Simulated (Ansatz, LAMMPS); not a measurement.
# Relaxing a frame of liquid dimethyl carbonate from 320 K (84 atoms), part 3 of 3

Wanted: the relaxed structure of a frame of liquid dimethyl carbonate from 320 K (84 atoms) and its electronic structure.

Ansatz 0.2.0; Kohn-Sham DFT, PBEsol, PAW (set soft_2), plane waves.

The cell: 21 C, 21 O and 42 H. The network of contacts between molecules at the start is that of the classical potential that made the cell. The functional has no dispersion term. The density was typed from a rule of thumb and may lie off the real one at this temperature. The Brillouin zone is sampled at Γ only, in a cell whose shortest periodic width is 10 Å.

So far, density (g/cm³): step 5 (structure statistics after relaxation) 1.07.

## Step 6: Single point at the relaxed geometry

The electronic structure is read at the final geometry, in a run of its own.

File input.yaml:

```yaml
crystal:
  lattice:
    - [9.92798, 0.0, 0.0]
    - [0.0, 9.92798, 0.0]
    - [0.0, 0.0, 9.92798]
  atoms:
    - { symbol: C, position: [0.98785, 0.21507, 0.3334] }
    - { symbol: O, position: [0.99203, 0.32012, 0.43196] }
    - { symbol: C, position: [0.10926, 0.38565, 0.44091] }
    - { symbol: O, position: [0.20578, 0.3727, 0.36664] }
    - { symbol: O, position: [0.10173, 0.46864, 0.54646] }
    - { symbol: C, position: [0.2199, 0.54912, 0.56723] }
    - { symbol: H, position: [0.88131, 0.20005, 0.30815] }
    - { symbol: H, position: [0.04586, 0.24365, 0.24358] }
    - { symbol: H, position: [0.02912, 0.12201, 0.37747] }
    - { symbol: H, position: [0.23741, 0.61648, 0.48108] }
    - { symbol: H, position: [0.19982, 0.6075, 0.65882] }
    - { symbol: H, position: [0.30927, 0.48521, 0.5811] }
    - { symbol: C, position: [0.30086, 0.89088, 0.84298] }
    - { symbol: O, position: [0.35083, 0.01914, 0.79906] }
    - { symbol: C, position: [0.29729, 0.12507, 0.86173] }
    - { symbol: O, position: [0.20876, 0.12171, 0.94657] }
    - { symbol: O, position: [0.35814, 0.23584, 0.81547] }
    - { symbol: C, position: [0.31021, 0.35918, 0.87313] }
    - { symbol: H, position: [0.33123, 0.8722, 0.94789] }
    - { symbol: H, position: [0.19047, 0.88683, 0.83467] }
    - { symbol: H, position: [0.34736, 0.81653, 0.77572] }
    - { symbol: H, position: [0.20633, 0.37984, 0.84054] }
    - { symbol: H, position: [0.3132, 0.35462, 0.98378] }
    - { symbol: H, position: [0.37764, 0.43822, 0.83561] }
    - { symbol: C, position: [0.62759, 0.3526, 0.55446] }
    - { symbol: O, position: [0.56846, 0.46612, 0.62133] }
    - { symbol: C, position: [0.6461, 0.51998, 0.71755] }
    - { symbol: O, position: [0.75823, 0.48248, 0.74846] }
    - { symbol: O, position: [0.57718, 0.62078, 0.77449] }
    - { symbol: C, position: [0.65028, 0.69166, 0.87729] }
    - { symbol: H, position: [0.63409, 0.26652, 0.62421] }
    - { symbol: H, position: [0.55944, 0.32827, 0.47093] }
    - { symbol: H, position: [0.72901, 0.37748, 0.51707] }
    - { symbol: H, position: [0.73225, 0.75071, 0.83161] }
    - { symbol: H, position: [0.57749, 0.75916, 0.92596] }
    - { symbol: H, position: [0.69222, 0.62027, 0.95091] }
    - { symbol: C, position: [0.93381, 0.18487, 0.74826] }
    - { symbol: O, position: [0.98502, 0.09259, 0.64952] }
    - { symbol: C, position: [0.93143, 0.96927, 0.65238] }
    - { symbol: O, position: [0.84554, 0.92951, 0.73036] }
    - { symbol: O, position: [0.9879, 0.89753, 0.5538] }
    - { symbol: C, position: [0.93554, 0.7632, 0.53938] }
    - { symbol: H, position: [0.82645, 0.16554, 0.76714] }
    - { symbol: H, position: [0.99124, 0.17327, 0.84253] }
    - { symbol: H, position: [0.94752, 0.28597, 0.70579] }
    - { symbol: H, position: [0.99665, 0.71603, 0.46046] }
    - { symbol: H, position: [0.94456, 0.70716, 0.63452] }
    - { symbol: H, position: [0.82975, 0.76646, 0.50647] }
    - { symbol: C, position: [0.48473, 0.58195, 0.24232] }
    - { symbol: O, position: [0.43326, 0.67872, 0.33602] }
    - { symbol: C, position: [0.52668, 0.75953, 0.38956] }
    - { symbol: O, position: [0.64674, 0.75556, 0.36707] }
    - { symbol: O, position: [0.46416, 0.84498, 0.47289] }
    - { symbol: C, position: [0.55279, 0.93653, 0.54118] }
    - { symbol: H, position: [0.3997, 0.51529, 0.21937] }
    - { symbol: H, position: [0.52081, 0.63329, 0.15102] }
    - { symbol: H, position: [0.56807, 0.52494, 0.28768] }
    - { symbol: H, position: [0.6282, 0.88143, 0.60074] }
    - { symbol: H, position: [0.60461, 0.00164, 0.46786] }
    - { symbol: H, position: [0.48804, 0.99636, 0.60775] }
    - { symbol: C, position: [0.78815, 0.95332, 0.09408] }
    - { symbol: O, position: [0.70948, 0.05246, 0.16386] }
    - { symbol: C, position: [0.57732, 0.02695, 0.16616] }
    - { symbol: O, position: [0.52105, 0.93263, 0.11199] }
    - { symbol: O, position: [0.51793, 0.124, 0.23814] }
    - { symbol: C, position: [0.37479, 0.10841, 0.25348] }
    - { symbol: H, position: [0.77313, 0.85361, 0.1401] }
    - { symbol: H, position: [0.76208, 0.95107, 0.98637] }
    - { symbol: H, position: [0.89318, 0.98553, 0.10619] }
    - { symbol: H, position: [0.35338, 0.01919, 0.31584] }
    - { symbol: H, position: [0.3392, 0.20025, 0.30368] }
    - { symbol: H, position: [0.32574, 0.09763, 0.15464] }
    - { symbol: C, position: [0.1474, 0.8261, 0.19332] }
    - { symbol: O, position: [0.05013, 0.71979, 0.20047] }
    - { symbol: C, position: [0.06007, 0.62742, 0.10281] }
    - { symbol: O, position: [0.14275, 0.62626, 0.01264] }
    - { symbol: O, position: [0.96225, 0.53703, 0.12259] }
    - { symbol: C, position: [0.95754, 0.43148, 0.0244] }
    - { symbol: H, position: [0.25051, 0.78592, 0.19867] }
    - { symbol: H, position: [0.13528, 0.88482, 0.09996] }
    - { symbol: H, position: [0.12724, 0.88964, 0.28157] }
    - { symbol: H, position: [0.87545, 0.36498, 0.05685] }
    - { symbol: H, position: [0.93492, 0.47217, 0.9238] }
    - { symbol: H, position: [0.05324, 0.37555, 0.02236] }
kpoints:
  mp_grid: { grid: [1, 1, 1] }
hamiltonian:
  xc: pbesol
scf:
  occupations: { method: fermi_dirac, width: 0.025 }
output:
  forces: true
  stress: true
  populations: intrinsic
  dos:
    method: { smearing: { sigma: 0.15 } }
    de: 0.1
    projected: { site_lists: { C: [C], H: [H], O: [O] } }
  eigenvalues: true
  write_density: true
  write_potential: true
  volumetric_format: npy
```

The run is started by

```console
> ansatz run input.yaml --threads 4 --pin off --max-ram 8192MiB --backend cpu --events-out ev --progress --plain --runs-dir out
```

Numbers of over 12 decimals in the logs are rounded to 6 here.

What it wrote:

```text
[...]
Crystal: 84 atoms, lattice volume = 978.549 Å³
Basis set: ecut = 420 eV, 19213 PW (Γ), exchange–correlation on 144×144×144 points (8 copies of the dense FFT grid, shifted against one another)
Bands: 210, of which v1, the nominal top of the filled ones, is band 126 counted from 1 (125 counted from 0)
Symmetry: 1 space group operations
[...]
k-points: 1
[...]
SCF iter   1: F=—  HF=-17609.703302 eV  |F-HF|=—  |Δ(HF+E_count)|=         —  Δρ=7.34e-3  dr2=3.31e-1  ethr=1.77e-3  ⟨swp⟩=6.0  Hψ=949  notcnv=0  defer=15
[...]
SCF iter   9: F=-17609.668908 eV  HF=-17609.668908 eV  |F-HF|=3.37e-8  |Δ(HF+E_count)|=   2.07e-7  Δρ=2.77e-6  dr2=7.17e-8  ethr=3.97e-11  ⟨swp⟩=17.0  Hψ=1958  notcnv=0
SCF 1 converged in 9 iterations: F = -17609.668908 eV  dr2 = 7.17e-8
[...]
WARN: The input density's exchange-correlation potential varies sharply where the density is thin. Do not read a vacuum level from v_tot or v_xc, or from such a field of the output density. On a cell that repeats whose density bears no net charge and no dipole along the vacuum's axis use v_es (v_loc + v_h of the components); [...]
SCF converged after 9 iterations
Free energy (F): -17609.668908 eV
[...]
Internal energy: -17609.668908 eV  (E = F + TS)
E sigma→0 (E₀):  -17609.668908 eV
Fermi energy:    0.821275 eV
[...]
--- Forces (eV/Å), atoms counted from 1 ---
  atom   1  C     -0.00349965     0.00897832     0.01310296
  atom   2  O      0.00572458    -0.00741303    -0.00805541
  atom   3  C     -0.00336928     0.00928508     0.01883322
  atom   4  O     -0.01175819    -0.00037335     0.00358006
  atom   5  O      0.01157897    -0.00815535    -0.00747014
  atom   6  C     -0.01246658    -0.00256927    -0.00834117
  atom   7  H     -0.02052802    -0.00460711    -0.00629400
  atom   8  H      0.01052013     0.00184442    -0.01621521
  atom   9  H      0.00640576    -0.00747405     0.00489498
  atom  10  H      0.00785638     0.00482584    -0.00185508
  atom  11  H     -0.00136745     0.00864784     0.01283238
  atom  12  H      0.00684591    -0.00540933     0.00146055
  atom  13  C      0.00520210     0.00566427     0.00185117
  atom  14  O     -0.00552613    -0.00730140     0.00782606
[...]
atom  83  H     -0.00017866     0.00317067    -0.00264653
  atom  84  H      0.00980434    -0.00603329    -0.00075372
  max |Σ_I F_I| component: 1.71e-4 eV/Å
--- Stress (GPa, compression-positive) ---
        0.067524      -0.077129       0.013851
       -0.077129      -0.014804       0.010516
        0.013850       0.010516       0.005498
  P = ⅓ Tr σ = 0.0194 GPa (0.194 kbar)
--- Band table (eV) ---
[...]
--- intrinsic populations: 84 sites ---
  site symbol       q [e]
     0      C      4.3308
     1      O      6.3159
     2      C      3.3465
[...]
83      H      0.8228
  spilling = 0.000000 (of n_electrons = 252.000000)
```

Elapsed: 8.1 s, on 4 threads of Arm Neoverse V1, shared host; peak memory 0.98 GiB; 31 s of CPU time.

The program notes that the exchange-correlation potential is rough where the density is thin.

Read from the output:

| Quantity | Value |
| --- | --- |
| free energy | -17609.6689 eV |
| free energy per atom | -209.6389 eV/atom |
| SCF cycles | 9 |
| pressure | 0.01941 GPa |
| r.m.s. force component | 0.00928 eV/Å |
| longest force | 0.05394 eV/Å |
| Fermi energy | 0.8213 eV |
| gap (highest filled to lowest empty level) | 5.807 eV |

Intrinsic-atomic-orbital charges by element and coordination:

```csv
element,coordination,atoms,mean charge (e),spread,least,most
C,all,21,-0.0017,0.461,-0.332,0.653
C,3,7,0.651,0.0021,0.648,0.653
C,4,14,-0.328,0.0037,-0.332,-0.320
H,all,42,0.194,0.0106,0.177,0.215
O,all,21,-0.386,0.0922,-0.522,-0.314
O,1,7,-0.517,0.0059,-0.522,-0.506
O,2,14,-0.321,0.0036,-0.326,-0.314
```

Density of states as counts of states in windows of 1 eV (from the Fermi level), total and the larger projections:

```csv
from (eV),to (eV),total,O p,C p,H s,O s,C s
-18,-16,0.0,0.0,0.0,0.0,0.0,0.0
-16,-15,5.5,2.1,0.3,0.9,0.0,2.1
-15,-14,8.5,3.2,0.5,1.3,0.0,3.2
-14,-13,12.1,2.1,0.8,3.5,0.5,5.0
-13,-12,1.9,0.3,0.1,0.5,0.1,0.8
-12,-11,0.0,0.0,0.0,0.0,0.0,0.0
-11,-10,13.9,3.3,3.4,3.0,1.6,2.4
-10,-9,14.8,6.6,5.4,1.3,1.0,0.3
-9,-8,26.8,13.9,7.8,1.7,2.6,0.3
-8,-7,17.1,5.4,7.5,3.5,0.3,0.1
-7,-6,26.0,10.5,10.0,4.1,1.0,0.2
-6,-5,22.1,5.3,10.4,5.5,0.6,0.0
-5,-4,19.4,8.7,5.2,3.9,1.1,0.1
-4,-3,34.2,27.9,2.5,3.3,0.0,0.1
-3,-2,7.7,7.2,0.3,0.2,0.0,0.0
-2,2,0.0,0.0,0.0,0.0,0.0,0.0
2,3,1.6,0.0,0.2,0.6,0.1,0.3
3,4,21.2,5.9,9.0,1.8,0.6,0.9
4,5,15.4,0.7,3.4,3.4,0.8,1.7
```

Between -26 and -18 eV lie 42 more states.

The levels nearest the highest filled one (over half full), pooled over k-points and spins:

```csv
level less the highest filled one (eV),occupation
-0.130,2
-0.114,2
-0.113,2
-0.0681,2
-0.045,2
0,2
5.81,0
6.25,0
6.30,0
6.36,0
6.40,0
6.45,0
```

Electrostatic potential energy in the ac plane at fractional y = 0.365, with atoms of O and C and H within 0.2 Å of it. With pseudopotentials it is smooth inside the atoms' cores, unlike the true potential.

Ten even steps from '0' (-40 eV) to '9' (5 eV), each cell a mean:
```
8889999822899999999999999888
9999998622689999999999999999
9999976200389999999999999999
9999822300489999999999999999
9999866766799999999999999999
9999999999999999999999999999
9999999999999999999999999999
9999999999999999999999999999
9999999999999998877899999999
9999999999999998401689999999
9988999999999997100357999999
8865789999999997411404899999
3400279999999986678878999984
0200034899999998899999999972
5643100399999999999999999985
9888300499999999999999999999
9999866899999999999999999999
9999999999999999999999999999
9999999999999999999999999999
9999999999999999999999999999
9999999999999999999999999999
9999999999999999999999985688
7468999999999999999999970266
6148999844899999999999987665
```
Columns run along a (9.9 Å; values clipped at the 3rd and 97th percentile), rows up along c (9.9 Å). Atoms in or near the plane, at fractional coordinates: O at (0.21, 0.37), C at (0.31, 0.87), H at (0.21, 0.84), H at (0.31, 0.98), C at (0.63, 0.55), H at (0.73, 0.52), H at (0.88, 0.06), H at (0.05, 0.02).

Valence density in the ac plane at fractional y = 0.365, with atoms of O and C and H within 0.2 Å of it. It is the smooth field of the valence electrons, not physical close to the nuclei.

Ten steps, logarithmic in the rise over the least value, from '0' (0.0 e/Å³) to '9' (5.4 e/Å³), each cell a mean:
```
4432112577521000000000013344
2211124677531000000000001222
1001246777642000000000000111
0001367777642100000000000000
0001245555532000000111100000
0000122233221000001122210111
1000000011100001111122211111
0000000000000012332211110111
0111100000000124554321100000
1122210000000124676542100000
2234321000000135677764200011
4455432100000135777775210134
7777654310000135655443101357
8877887531000023332221001368
7667899841000001110000001357
4335799841000000000000000124
1123577531000000000000000011
0011233210000000000000000000
0000011000000000000000000000
0000000000000000000000000000
1110000000000000000000012222
3321000000000000000000135544
6652100122100000000000147766
6753101355310000000000135666
```
Columns run along a (9.9 Å), rows up along c (9.9 Å). Atoms in or near the plane, at fractional coordinates: O at (0.21, 0.37), C at (0.31, 0.87), H at (0.21, 0.84), H at (0.31, 0.98), C at (0.63, 0.55), H at (0.73, 0.52), H at (0.88, 0.06), H at (0.05, 0.02).

Mean intrinsic-atomic-orbital charges: C -0.00, H +0.19, O -0.39 e. The largest share in the top eV of filled states is O p (84 % of the projected weight), and in the lowest eV of empty states C p (48 % of the projected weight).

Local excerpt of 8 atoms (numbers count through the whole input) about O50, picked at random; x, y, z are measured from there.

```csv
atom,x,y,z,distance (Å),bonds,intrinsic-atomic-orbital charge (e)
O50,0.00,0.00,0.00,0.00,2,-0.32
C51,0.93,0.80,0.53,1.34,3,0.65
C49,0.51,-0.96,-0.93,1.43,4,-0.33
H55,-0.33,-1.62,-1.16,2.02,1,0.21
H56,0.87,-0.45,-1.84,2.08,1,0.19
H57,1.34,-1.53,-0.48,2.09,1,0.19
O53,0.31,1.65,1.36,2.16,2,-0.32
O52,2.12,0.76,0.31,2.27,1,-0.51
```

The column of bonds counts only the pairs H-C within 1.34 Å, C-O within 1.73 Å; other neighbours, such as metal atoms beside each other in a compound, aren't counted, and periodic images can show an atom twice.

## Step 7: Results

- energy change in the relaxation: -48.39 meV/atom
- r.m.s. displacement: 0.971 Å
- largest displacement: 2.267 Å
- free energy per atom: -209.6389 eV/atom
- pressure: 0.01941 GPa
- r.m.s. force component: 0.00928 eV/Å
- gap (highest filled to lowest empty level): 5.807 eV
- wall time of the 3 DFT runs: 3 min

In words: Relaxation lowers the energy by 48.4 meV/atom and moves atoms by 0.97 Å r.m.s.; the r.m.s. force component goes from 0.95 to 0.0093 eV/Å, the pressure goes from 0.57 to 0.019 GPa, and the gap from 5.09 to 5.81 eV. By the final cutoffs no bond was broken or made. First to last step the energy falls by 4.065 eV; the largest move, 2.27 Å, is that of H32. The H-C bonds change most in mean length: from 1.091 Å (spread 0.027) to 1.099 Å (spread 0.002). Counting bonds as in the table, 67 % of C atoms have 4, all H atoms have 1 and 67 % of O atoms have 2 bonded neighbours. Between filled and empty levels lie 5.81 eV (at Γ alone); a semilocal functional tends to put such gaps too low. In a disordered cell it changes from sample to sample and from frame to frame.

Caveats: The network of contacts between molecules at the start is that of the classical potential that made the cell; in DFT atoms moved by 0.97 Å r.m.s.

[Logs are printed without paths, hosts, clocks, repeated set-up lines and the standing remarks that a program may print on its own settings, such as how far it seeks lower states.]

[Hosts, paths, dates, database ids (printed as entryN), source tags and the programs' standing remarks are cut or masked in the printed files.]
